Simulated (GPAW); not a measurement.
## NbGe2P4 monolayer in an electric field

Wanted: the out-of-plane polarisability of NbGe2P4 monolayer.

Program: GPAW 26.7.0. Level of theory: GPAW, PAW setups; layer in a repeated cell with vacuum, relaxation of atoms and in-plane cell, in the first sound run; inputs show where later runs differ. Results are calculated unless marked as measured.

Report form: the programs' logs are mostly left out.

**1. The structure**

The cell holds 7 atoms: 4 P, 2 Ge and 1 Nb. Cell: a = 3.580 Å, b = 3.580 Å, c = 26.811 Å, α = 90.0°, β = 90.0°, γ = 120.0°. Vacuum lies along c.

**2. Relaxing the atoms**

Forces are removed first; all later runs use this geometry.

Contents of run.py:

```python
import json
import numpy as np
from ase import Atoms
from ase.filters import FrechetCellFilter
from ase.optimize import BFGS
from gpaw import GPAW, PW

slab = Atoms(
    ['P', 'Ge', 'P', 'Nb', 'P', 'Ge', 'P'],
    positions=[
        [0.00000, 0.00000, 9.00000],
        [-0.00000, 2.06691, 9.75357],
        [-0.00000, 2.06691, 11.95357],
        [0.00000, 0.00000, 13.40565],
        [-0.00000, 2.06691, 14.85773],
        [-0.00000, 2.06691, 17.05773],
        [0.00000, 0.00000, 17.81130]],
    cell=[[3.58, 0.0, 0.0], [-1.79, 3.10037, 0.0], [0.0, 0.0, 26.8113]],
    pbc=[True, True, True],
    magmoms=[0.0, 0.0, 0.0, 1.0, 0.0, 0.0, 0.0])

slab.calc = GPAW(mode=PW(600), xc='PBE', kpts={'size': (9, 9, 1), 'gamma': True},
                 occupations={'name': 'fermi-dirac', 'width': 0.05}, nbands='200%',
                 convergence={'density': 1e-05}, maxiter=200,
                 symmetry={'tolerance': 1e-3}, txt='slab.txt')
result = {}
# The in-plane cell is free; stress needs a cell that repeats along all three vectors
path = []
opt = BFGS(FrechetCellFilter(slab, mask=[1, 1, 0, 0, 0, 1]), maxstep=0.2)
opt.attach(lambda: path.append((slab.get_potential_energy(), slab.positions.tolist(), slab.get_forces().tolist())))
result['relaxed'] = bool(opt.run(fmax=0.02, steps=45))
result['path'] = path
result['cell'] = slab.cell.tolist()
print('in-plane lattice', slab.cell.cellpar().round(4)[[0, 1, 5]])
energy = slab.get_potential_energy()
fermi = slab.calc.get_fermi_level()
v = slab.calc.get_electrostatic_potential().mean((0, 1)) - fermi
n = slab.calc.get_pseudo_density().mean((0, 1))
L = slab.cell[2, 2]
z = np.arange(len(v)) * L / len(v)
low, high = slab.positions[:, 2].min(), slab.positions[:, 2].max()
below, above = np.interp([low - 6.8, high + 6.8], z, v)
slopes = [np.interp(x, z, np.gradient(v, z)) for x in (low - 6.8, high + 6.8)]
eps = np.array([[slab.calc.get_eigenvalues(k, s) for k in range(len(slab.calc.get_ibz_k_points()))]
                for s in range(slab.calc.get_number_of_spins())]) - fermi
top, bottom = eps[eps < 0].max(), eps[eps > 0].min()
dipole = slab.get_dipole_moment()[2]
print(f'energy {energy:.4f} eV, Fermi level {fermi:.4f} eV, dipole {dipole:.5f} e A')
print(f'potential 6.8 A off the faces, from the Fermi level: lower {below:.4f} eV, upper {above:.4f} eV')
print(f'slope of the potential there: lower {slopes[0]:.5f}, upper {slopes[1]:.5f} eV/A')
print(f'nearest levels on the mesh: {top:.4f} and {bottom:.4f} eV')
print('magnetic moment', round(slab.get_magnetic_moment(), 3))
result.update(energy=energy, fermi=fermi, dipole=dipole, below=below, above=above, slopes=slopes, edges=[top, bottom],
              z=z.tolist(), v=v.tolist(), n=n.tolist(), positions=slab.positions.tolist(),
              forces=slab.get_forces(apply_constraint=False).tolist(), moments=slab.get_magnetic_moments().tolist())
json.dump(result, open('result.json', 'w'))
```

Launch:

```sh
$ OMP_NUM_THREADS=1 OPENBLAS_NUM_THREADS=1 python run.py
```

Wall time 65 min (1 thread of Arm Neoverse V1, shared host); peak memory 0.78 GiB.

Numbers from this step:

```
dipole along the normal                    : 0.001707 e·Å
levels nearest the Fermi level on the mesh : -0.05408, 0.001329 eV from the Fermi level
sum of the site moments                    : 0 μB
```

Table of electrostatic potential energy of an electron (without an applied field's), less the Fermi level, planar mean by z:

z (Å), electrostatic potential energy of an electron (without an applied field's), less the Fermi level, planar mean (eV) and a bar from the least value:
```
      0.0        5.5 ##############################
      0.5        5.5 ##############################
      1.0        5.5 ##############################
      1.5        5.5 ##############################
      2.0        5.5 ##############################
      2.5        5.5 ##############################
      3.0        5.5 ##############################
      3.5        5.5 ##############################
      4.0        5.5 ##############################
      4.5        5.5 ##############################
      5.0        5.5 ##############################
      5.5        5.5 ##############################
      6.0        5.5 ##############################
      6.5        5.4 ##############################
      7.0        5.0 #############################
      7.5        3.5 ###########################
      8.0       -2.4 ###################
      8.5      -12.6 #####
      9.0      -10.0 #########
      9.5      -13.7 ####
     10.0       -7.1 #############
     10.5        0.9 ########################
     11.0        2.2 #########################
     11.5       -3.3 ##################
     12.0      -11.2 #######
     12.5       -6.1 ##############
     13.0      -10.9 #######
     13.5      -16.3 
     14.0       -7.6 ############
     14.5       -8.0 ###########
     15.0       -9.6 #########
     15.5       -0.3 ######################
     16.0        2.4 ##########################
     16.5       -1.2 #####################
     17.0      -11.4 #######
     17.5      -11.7 ######
     18.0      -11.5 #######
     18.5       -9.4 #########
     19.0        0.7 #######################
     19.5        4.3 ############################
     20.0        5.2 ##############################
     20.5        5.4 ##############################
     21.0        5.5 ##############################
     21.5        5.5 ##############################
     22.0        5.5 ##############################
     22.5        5.5 ##############################
     23.0        5.5 ##############################
     23.5        5.5 ##############################
     24.0        5.5 ##############################
     24.5        5.5 ##############################
     25.0        5.5 ##############################
     25.5        5.5 ##############################
     26.0        5.5 ##############################
     26.5        5.5 ##############################
```

The pseudo valence density, planar mean oscillates, so the rows of the table below give means over windows of 1 Å about each position, cut where the curve ends. Its maxima inside the range that stand out by 2 % of the span (Å: e/Å³): 9.0: 0.436, 10.1: 0.231, 13.4: 1.08, 16.8: 0.231, 17.8: 0.436. Its minima: 9.7: 0.0830, 10.7: 0.126, 16.1: 0.126, 17.1: 0.0830.

The pseudo valence density, planar mean by z; means over each step:

z (Å), pseudo valence density, planar mean (e/Å³) and a bar:
```
        5       0.00 
        6       0.00 
        7       0.03 #
        8       0.21 #########
        9       0.34 ###############
       10       0.16 #######
       11       0.16 #######
       12       0.30 #############
       13       0.70 ##############################
       14       0.58 #########################
       15       0.27 ###########
       16       0.15 ######
       17       0.18 ########
       18       0.35 ###############
       19       0.17 #######
       20       0.02 #
       21       0.00 
       22       0.00
```

The relaxation lowered the energy of the cell by 1.54 eV (energies extrapolated to zero smearing; the optimiser's log prints free energies). The largest force left on a free atom is 0.018 eV/Å.

**3. Plane waves, PBE**

With the geometry fixed, the planar mean of the potential gives the vacuum level on each side.

This step: GPAW, PAW setups; slab in vacuum (GPAW 26.7.0).

The cell differs from the one that the last finished run ended in (c 26.811 → 27.732 Å).

Contents of run.py:

```python
import json
import numpy as np
from ase import Atoms
from gpaw import GPAW, PW

slab = Atoms(
    ['P', 'Ge', 'P', 'Nb', 'P', 'Ge', 'P'],
    positions=[
        [0.00000, -0.00000, 9.00000],
        [0.00000, 2.08876, 10.07371],
        [0.00000, 2.08876, 12.43470],
        [-0.00000, 0.00000, 13.86578],
        [0.00000, 2.08876, 15.29686],
        [0.00000, 2.08876, 17.65785],
        [0.00000, 0.00000, 18.73156]],
    cell=[[3.61785, -0.0, 0.0], [-1.80893, 3.13315, 0.0], [0.0, 0.0, 27.7316]],
    pbc=[True, True, False],
    magmoms=[0.0, 0.0, 0.0, 1.0, 0.0, 0.0, 0.0])

slab.calc = GPAW(mode=PW(400), xc='PBE', kpts={'size': (9, 9, 1), 'gamma': True},
                 occupations={'name': 'fermi-dirac', 'width': 0.05}, nbands='200%',
                 convergence={'density': 1e-05}, maxiter=200,
                 poissonsolver={'dipolelayer': 'xy'},
                 symmetry={'tolerance': 1e-3}, txt='slab.txt')
result = {}
energy = slab.get_potential_energy()
fermi = slab.calc.get_fermi_level()
v = slab.calc.get_electrostatic_potential().mean((0, 1)) - fermi
n = slab.calc.get_pseudo_density().mean((0, 1))
L = slab.cell[2, 2]
z = np.arange(len(v)) * L / len(v)
low, high = slab.positions[:, 2].min(), slab.positions[:, 2].max()
below, above = np.interp([low - 6.8, high + 6.8], z, v)
slopes = [np.interp(x, z, np.gradient(v, z)) for x in (low - 6.8, high + 6.8)]
eps = np.array([[slab.calc.get_eigenvalues(k, s) for k in range(len(slab.calc.get_ibz_k_points()))]
                for s in range(slab.calc.get_number_of_spins())]) - fermi
top, bottom = eps[eps < 0].max(), eps[eps > 0].min()
dipole = slab.get_dipole_moment()[2]
print(f'energy {energy:.4f} eV, Fermi level {fermi:.4f} eV, dipole {dipole:.5f} e A')
print(f'potential 6.8 A off the faces, from the Fermi level: lower {below:.4f} eV, upper {above:.4f} eV')
print(f'slope of the potential there: lower {slopes[0]:.5f}, upper {slopes[1]:.5f} eV/A')
print(f'nearest levels on the mesh: {top:.4f} and {bottom:.4f} eV')
print('magnetic moment', round(slab.get_magnetic_moment(), 3))
result.update(energy=energy, fermi=fermi, dipole=dipole, below=below, above=above, slopes=slopes, edges=[top, bottom],
              z=z.tolist(), v=v.tolist(), n=n.tolist(), positions=slab.positions.tolist(),
              forces=slab.get_forces(apply_constraint=False).tolist(), moments=slab.get_magnetic_moments().tolist())
json.dump(result, open('result.json', 'w'))
```

It took 3.2 min on 1 thread; peak memory 0.35 GiB.

This step gave:

* dipole along the normal: 9.17e-4 e·Å
* levels nearest the Fermi level on the mesh: -0.05389, 0.001095 eV from the Fermi level
* upper work function: 5.511 eV
* lower work function: 5.498 eV

The electrostatic potential energy of an electron (without an applied field's), less the Fermi level, planar mean oscillates, so the rows of the table below give means over windows of 1.73 Å about each position, cut where the curve ends. Its maxima inside the range that stand out by 2 % of the span (Å: eV): 9.5: -9.83, 11.4: 2.37, 13.0: -5.86, 14.7: -5.86, 16.4: 2.38, 18.2: -9.82. Its minima: 9.1: -13.0, 10.1: -13.9, 12.5: -11.3, 13.9: -16.8, 15.3: -11.3, 17.7: -13.9, 18.6: -13.0.

Table of electrostatic potential energy of an electron (without an applied field's), less the Fermi level, planar mean by z; means over each step:

z (Å), electrostatic potential energy of an electron (without an applied field's), less the Fermi level, planar mean (eV) and a bar from the least value:
```
     0.86        5.5 ##############################
     2.59        5.5 ##############################
     4.32        5.5 ##############################
     6.05        5.5 ##############################
     7.78        2.7 #########################
     9.51      -11.5 
    11.24       -0.9 ###################
    12.97       -9.7 ###
    14.70      -10.0 ###
    16.43       -0.9 ###################
    18.16      -11.5 
    19.89        2.4 ########################
    21.62        5.5 ##############################
    23.35        5.5 ##############################
    25.08        5.5 ##############################
    26.81        5.5 ##############################
```

The pseudo valence density, planar mean oscillates, so the rows of the table below give means over windows of 1 Å about each position, cut where the curve ends. Its maxima inside the range that stand out by 2 % of the span (Å: e/Å³): 9.5: 0.437, 10.6: 0.221, 13.9: 1.08, 17.1: 0.221, 18.2: 0.437. Its minima: 10.2: 0.0845, 11.3: 0.127, 16.5: 0.127, 17.5: 0.0844.

Table of pseudo valence density, planar mean by z; means over each step:

| z (Å) | pseudo valence density, planar mean (e/Å³) |
| --- | --- |
| 5 | 2.6e-5 |
| 6 | 4.6e-4 |
| 7 | 0.00886 |
| 8 | 0.111 |
| 9 | 0.312 |
| 10 | 0.228 |
| 11 | 0.159 |
| 12 | 0.227 |
| 13 | 0.431 |
| 14 | 0.821 |
| 15 | 0.344 |
| 16 | 0.191 |
| 17 | 0.168 |
| 18 | 0.288 |
| 19 | 0.260 |
| 20 | 0.0619 |
| 21 | 0.00408 |
| 22 | 2.2e-4 |
| 23 | 1.2e-5 |

The potential is flat to 9.6e-5 eV/Å where it is read, so the vacuum is wide enough.

**4. In a field**

A uniform field along the normal polarises the slab; the atoms stay fixed, so this is the electronic response alone.

run.py, as its differences from that of step 3:

```diff
@@ -4,2 +4,3 @@
 from gpaw import GPAW, PW
+from gpaw.external import ConstantElectricField
 
@@ -23,2 +24,3 @@
                  poissonsolver={'dipolelayer': 'xy'},
+                 external=ConstantElectricField(-0.2, [0, 0, 1]),
                  symmetry={'tolerance': 1e-3}, txt='slab.txt')
```

The job ended after 13 min (1 thread; peak memory 0.64 GiB).

Numbers from this step:

* dipole along the normal: -0.1479 e·Å
* levels nearest the Fermi level on the mesh: -0.05398, 0.001194 eV from the Fermi level
* potential below the slab, the applied field's own ramp left out: 4.327 eV from the Fermi level
* potential above the slab, the applied field's own ramp left out: 6.688 eV from the Fermi level

The electrostatic potential energy of an electron (without an applied field's), less the Fermi level, planar mean oscillates, so the rows of the table below give means over windows of 1.73 Å about each position, cut where the curve ends. Its maxima inside the range that stand out by 2 % of the span (Å: eV): 9.5: -10.7, 11.4: 1.89, 13.0: -6.03, 14.7: -5.69, 16.5: 2.88, 18.2: -8.99, 27.3: 6.69. Its minima: 9.1: -13.9, 10.1: -14.7, 12.5: -11.6, 13.9: -16.8, 15.3: -11.0, 17.7: -13.2, 18.6: -12.0.

Table of electrostatic potential energy of an electron (without an applied field's), less the Fermi level, planar mean by z; means over each step:

| z (Å) | electrostatic potential energy of an electron (without an applied field's), less the Fermi level, planar mean (eV) |
| --- | --- |
| 0.86 | 4.45 |
| 2.59 | 4.33 |
| 4.32 | 4.33 |
| 6.05 | 4.31 |
| 7.78 | 1.63 |
| 9.51 | -12.3 |
| 11.24 | -1.43 |
| 12.97 | -9.90 |
| 14.70 | -9.84 |
| 16.43 | -0.386 |
| 18.16 | -10.7 |
| 19.89 | 3.47 |
| 21.62 | 6.66 |
| 23.35 | 6.69 |
| 25.08 | 6.69 |
| 26.81 | 6.62 |

The dipole is now -0.148 e Å, against 9.2e-4 in the run without a field.

**5. In a field**

run.py, as its differences from that of step 4:

```diff
@@ -24,3 +24,3 @@
                  poissonsolver={'dipolelayer': 'xy'},
-                 external=ConstantElectricField(-0.2, [0, 0, 1]),
+                 external=ConstantElectricField(-0.1, [0, 0, 1]),
                  symmetry={'tolerance': 1e-3}, txt='slab.txt')
```

It took 13 min on 1 thread; peak memory 0.64 GiB.

Numbers from this step:

```
dipole along the normal                                         : -0.07393 e·Å
levels nearest the Fermi level on the mesh                      : -0.05402, 0.001230 eV from the Fermi level
potential below the slab, the applied field's own ramp left out : 4.915 eV from the Fermi level
potential above the slab, the applied field's own ramp left out : 6.095 eV from the Fermi level
```

The electrostatic potential energy of an electron (without an applied field's), less the Fermi level, planar mean oscillates, so the rows of the table below give means over windows of 1.73 Å about each position, cut where the curve ends. Its maxima inside the range that stand out by 2 % of the span (Å: eV): 9.5: -10.2, 11.4: 2.13, 13.0: -5.94, 14.7: -5.77, 16.5: 2.62, 18.2: -9.40. Its minima: 9.1: -13.4, 10.1: -14.3, 12.5: -11.4, 13.9: -16.8, 15.3: -11.2, 17.7: -13.6, 18.6: -12.5.

The electrostatic potential energy of an electron (without an applied field's), less the Fermi level, planar mean by z; means over each step:

z (Å), electrostatic potential energy of an electron (without an applied field's), less the Fermi level, planar mean (eV) and a bar from the least value:
```
     0.86        5.0 ############################
     2.59        4.9 ############################
     4.32        4.9 ############################
     6.05        4.9 ############################
     7.78        2.2 #######################
     9.51      -11.9 
    11.24       -1.2 ##################
    12.97       -9.8 ###
    14.70       -9.9 ###
    16.43       -0.6 ###################
    18.16      -11.1 #
    19.89        2.9 #########################
    21.62        6.1 ##############################
    23.35        6.1 ##############################
    25.08        6.1 ##############################
    26.81        6.1 ##############################
```

The dipole is now -0.0739 e Å, against 9.2e-4 in the run without a field.

**6. In a field**

run.py, as its differences from that of step 5:

```diff
@@ -24,3 +24,3 @@
                  poissonsolver={'dipolelayer': 'xy'},
-                 external=ConstantElectricField(-0.1, [0, 0, 1]),
+                 external=ConstantElectricField(-0.05, [0, 0, 1]),
                  symmetry={'tolerance': 1e-3}, txt='slab.txt')
```

Wall time 14 min (1 thread); peak memory 0.64 GiB.

The electrostatic potential energy of an electron (without an applied field's), less the Fermi level, planar mean oscillates, so the rows of the table below give means over windows of 1.73 Å about each position, cut where the curve ends. Its maxima inside the range that stand out by 2 % of the span (Å: eV): 9.5: -10.0, 11.4: 2.25, 13.0: -5.90, 14.7: -5.82, 16.5: 2.50, 18.2: -9.61. Its minima: 9.1: -13.2, 10.1: -14.1, 12.5: -11.4, 13.9: -16.8, 15.3: -11.2, 17.7: -13.7, 18.6: -12.7.

The electrostatic potential energy of an electron (without an applied field's), less the Fermi level, planar mean by z; means over each step:

| z (Å) | electrostatic potential energy of an electron (without an applied field's), less the Fermi level, planar mean (eV) |
| --- | --- |
| 0.86 | 5.24 |
| 2.59 | 5.21 |
| 4.32 | 5.21 |
| 6.05 | 5.19 |
| 7.78 | 2.46 |
| 9.51 | -11.7 |
| 11.24 | -1.05 |
| 12.97 | -9.77 |
| 14.70 | -9.97 |
| 16.43 | -0.761 |
| 18.16 | -11.3 |
| 19.89 | 2.64 |
| 21.62 | 5.78 |
| 23.35 | 5.80 |
| 25.08 | 5.80 |
| 26.81 | 5.78 |

**7. In a field**

run.py, as its differences from that of step 6:

```diff
@@ -24,3 +24,3 @@
                  poissonsolver={'dipolelayer': 'xy'},
-                 external=ConstantElectricField(-0.05, [0, 0, 1]),
+                 external=ConstantElectricField(0.05, [0, 0, 1]),
                  symmetry={'tolerance': 1e-3}, txt='slab.txt')
```

Wall time 13 min (1 thread); peak memory 0.64 GiB.

**8. Field on**

run.py, as its differences from that of step 7:

```diff
@@ -24,3 +24,3 @@
                  poissonsolver={'dipolelayer': 'xy'},
-                 external=ConstantElectricField(0.05, [0, 0, 1]),
+                 external=ConstantElectricField(0.1, [0, 0, 1]),
                  symmetry={'tolerance': 1e-3}, txt='slab.txt')
```

Run time: 13 min. Hardware: 1 thread; peak memory 0.64 GiB.

(Continued in part 2 of 2.)

[Logs are printed without paths, hosts, clocks, repeated set-up lines and the standing remarks that a program may print on its own settings, such as how far it seeks lower states.]

[Hosts, paths, dates, database ids (printed as entryN), source tags and the programs' standing remarks are cut or masked in the printed files.]
